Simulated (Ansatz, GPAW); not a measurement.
# STM contrast on 1T-SrClI bilayer, AA, part 2 of 3

What would a tunnelling microscope show on 1T-SrClI bilayer, AA?

GPAW 26.7.0 and Ansatz 0.2.0; Ansatz plane waves; layer without images along its normal, relaxation of atoms and in-plane cell, with D3(BJ) dispersion; PAW set soft_1 (the session's first sound run).

So far. Step 2 (Relaxing the atoms): The relaxation lowered the energy of the cell by 0.259 eV.

### Step 3. The slab's potential

The work function is the vacuum plateau of the electrostatic potential less the Fermi level; a dipole layer lets the two faces have plateaus of their own.

This step: GPAW, PAW setups; slab in vacuum (GPAW 26.7.0).

The cell differs from the one that the last finished run ended in (c 44.830 → 23.517 Å).

Contents of run.py:

```python
import json
import numpy as np
from ase import Atoms
from ase.dft.stm import STM
from gpaw import GPAW, PW

slab = Atoms(
    ['I', 'Sr', 'Cl', 'I', 'Sr', 'Cl'],
    positions=[
        [2.27180, 1.31162, 7.00000],
        [0.00000, 0.00000, 8.93221],
        [-0.00000, 2.62324, 10.22539],
        [2.27180, 1.31162, 13.27859],
        [0.00000, -0.00000, 15.20705],
        [-0.00000, 2.62324, 16.51717]],
    cell=[[4.54359, 0.0, -0.0], [-2.2718, 3.93487, 0.0], [-0.0, 0.0, 23.5172]],
    pbc=[True, True, False])

slab.calc = GPAW(mode=PW(400), xc='PBE', kpts={'size': (9, 9, 1), 'gamma': True},
                 occupations={'name': 'fermi-dirac', 'width': 0.05}, nbands='160%',
                 convergence={'density': 1e-05}, maxiter=200,
                 poissonsolver={'dipolelayer': 'xy'},
                 symmetry={'tolerance': 1e-3}, txt='slab.txt')
result = {}
energy = slab.get_potential_energy()
fermi = slab.calc.get_fermi_level()
v = slab.calc.get_electrostatic_potential().mean((0, 1)) - fermi
n = slab.calc.get_pseudo_density().mean((0, 1))
L = slab.cell[2, 2]
z = np.arange(len(v)) * L / len(v)
low, high = slab.positions[:, 2].min(), slab.positions[:, 2].max()
below, above = np.interp([low - 4.8, high + 4.8], z, v)
slopes = [np.interp(x, z, np.gradient(v, z)) for x in (low - 4.8, high + 4.8)]
eps = np.array([[slab.calc.get_eigenvalues(k, s) for k in range(len(slab.calc.get_ibz_k_points()))]
                for s in range(slab.calc.get_number_of_spins())]) - fermi
top, bottom = eps[eps < 0].max(), eps[eps > 0].min()
dipole = slab.get_dipole_moment()[2]
print(f'energy {energy:.4f} eV, Fermi level {fermi:.4f} eV, dipole {dipole:.5f} e A')
print(f'potential 4.8 A off the faces, from the Fermi level: lower {below:.4f} eV, upper {above:.4f} eV')
print(f'slope of the potential there: lower {slopes[0]:.5f}, upper {slopes[1]:.5f} eV/A')
print(f'nearest levels on the mesh: {top:.4f} and {bottom:.4f} eV')
print('magnetic moment', round(slab.get_magnetic_moment(), 3))
result.update(energy=energy, fermi=fermi, dipole=dipole, below=below, above=above, slopes=slopes, edges=[top, bottom],
              z=z.tolist(), v=v.tolist(), n=n.tolist(), positions=slab.positions.tolist(),
              forces=slab.get_forces(apply_constraint=False).tolist(), moments=slab.get_magnetic_moments().tolist())

# Images need the states of the whole zone, up to time reversal
slab.calc = slab.calc.fixed_density(symmetry={'point_group': False}, txt='states.txt', nbands='250%',
                                    convergence={'bands': 'CBM+1.3'})
stm = STM(slab)
result['stm'] = []
for bias in [-1.0, 1.0]:
    height = high + 3.5
    current = stm.get_averaged_current(bias, height)
    x, y, h = stm.scan(bias, current)
    i, f = divmod(height / L * stm.ldos.shape[2], 1)
    I = abs((1 - f) * stm.ldos[:, :, int(i)] + f * stm.ldos[:, :, int(i) + 1])
    print(f'bias {bias} V: mean current at 3.5 A {current:.4e}, corrugation {np.ptp(h):.4f} A')
    result['stm'].append(dict(bias=bias, current=current, h=(h - high).tolist(), I=I.tolist()))
json.dump(result, open('result.json', 'w'))
```

Launch:

```console
$ OMP_NUM_THREADS=1 OPENBLAS_NUM_THREADS=1 python run.py
```

Output:

```text
energy -22.2824 eV, Fermi level 0.0515 eV, dipole 0.14415 e A
potential 4.8 A off the faces, from the Fermi level: lower 5.1100 eV, upper 3.6529 eV
slope of the potential there: lower -0.00011, upper 0.00004 eV/A
nearest levels on the mesh: -1.8390 and 1.7888 eV
magnetic moment 0.0
bias -1.0 V: mean current at 3.5 A 0.0000e+00, corrugation 0.0000 A
bias 1.0 V: mean current at 3.5 A 0.0000e+00, corrugation 0.0000 A
```

Elapsed: 3.9 min, on 1 thread of Intel Xeon Platinum 8488C (Sapphire Rapids), shared host; peak memory 0.73 GiB.

Numbers from this step:

- dipole along the normal: 0.1441 e·Å
- levels nearest the Fermi level on the mesh: -1.839, 1.789 eV from the Fermi level
- upper work function: 3.653 eV
- lower work function: 5.110 eV
- upper ionisation energy: 5.492 eV

Electrostatic potential energy of an electron (without an applied field's), less the Fermi level, planar mean against z:

| z (Å) | electrostatic potential energy of an electron (without an applied field's), less the Fermi level, planar mean (eV) |
| --- | --- |
| 0.0 | 4.38 |
| 0.5 | 5.11 |
| 1.0 | 5.11 |
| 1.5 | 5.11 |
| 2.0 | 5.11 |
| 2.5 | 5.11 |
| 3.0 | 5.11 |
| 3.5 | 5.11 |
| 4.0 | 5.10 |
| 4.5 | 5.08 |
| 5.0 | 4.99 |
| 5.5 | 4.59 |
| 6.0 | 2.82 |
| 6.5 | -3.54 |
| 7.0 | -11.4 |
| 7.5 | -5.11 |
| 8.0 | -1.39 |
| 8.5 | -5.76 |
| 9.0 | -10.1 |
| 9.5 | -5.35 |
| 10.0 | -7.66 |
| 10.5 | -5.00 |
| 11.0 | 2.12 |
| 11.5 | 3.69 |
| 12.0 | 3.24 |
| 12.5 | 0.0570 |
| 13.0 | -8.89 |
| 13.5 | -10.5 |
| 14.0 | -3.17 |
| 14.5 | -3.24 |
| 15.0 | -9.68 |
| 15.5 | -8.95 |
| 16.0 | -5.49 |
| 16.5 | -9.81 |
| 17.0 | -1.71 |
| 17.5 | 2.54 |
| 18.0 | 3.43 |
| 18.5 | 3.61 |
| 19.0 | 3.64 |
| 19.5 | 3.65 |
| 20.0 | 3.65 |
| 20.5 | 3.65 |
| 21.0 | 3.65 |
| 21.5 | 3.65 |
| 22.0 | 3.65 |
| 22.5 | 3.65 |
| 23.0 | 3.65 |

The pseudo valence density, planar mean oscillates, so the rows of the table below give means over windows of 1 Å about each position, cut where the curve ends. Its maxima inside the range that stand out by 2 % of the span (Å: e/Å³): 6.5: 0.219, 7.6: 0.239, 9.0: 0.448, 12.8: 0.219, 13.9: 0.238, 15.3: 0.442. Its minima: 6.9: 0.115, 8.0: 0.182, 11.5: 0.0346, 13.2: 0.112, 14.3: 0.183.

Table of pseudo valence density, planar mean by z; means over each step:

```
z (Å)  pseudo valence density, planar mean (e/Å³)
    3                                      2.1e-5
    4                                      4.4e-4
    5                                     0.00871
    6                                       0.111
    7                                       0.173
    8                                       0.218
    9                                       0.388
   10                                       0.302
   11                                       0.137
   12                                      0.0717
   13                                       0.168
   14                                       0.206
   15                                       0.357
   16                                       0.324
   17                                       0.199
   18                                      0.0206
   19                                      7.8e-4
   20                                      3.3e-5
```

Force by atom:

```csv
atom,x (eV/Å),y (eV/Å),z (eV/Å),size
I1,0.0000,0.0000,-0.0916,0.0916
Sr2,0.0000,0.0000,-0.0511,0.0511
Cl3,0.0000,0.0000,0.0111,0.0111
I4,0.0000,0.0000,0.0141,0.0141
Sr5,0.0000,0.0000,0.0380,0.0380
Cl6,0.0000,0.0000,0.0795,0.0795
```

The layer is gapped, so the Fermi level lies somewhere inside the gap, set by smearing and numerics, and these work functions are no property of the material; the band edges below the vacuum level are. The potential is flat to 1.1e-4 eV/Å where it is read, so the vacuum is wide enough. The geometry is the other program's minimum (found with a dispersion term); here the largest force on a free atom is 0.092 eV/Å. At -1 and 1 V the search found no usable constant-current contour near the set height, since the window lies inside the gap and carries no current, so the printed corrugation is no image; it is left out.

(Part 2 of 3 ends here.)

[Logs are printed without paths, hosts, clocks, repeated set-up lines and the standing remarks that a program may print on its own settings, such as how far it seeks lower states.]

[Hosts, paths, dates, database ids (printed as entryN), source tags and the programs' standing remarks are cut or masked in the printed files.]
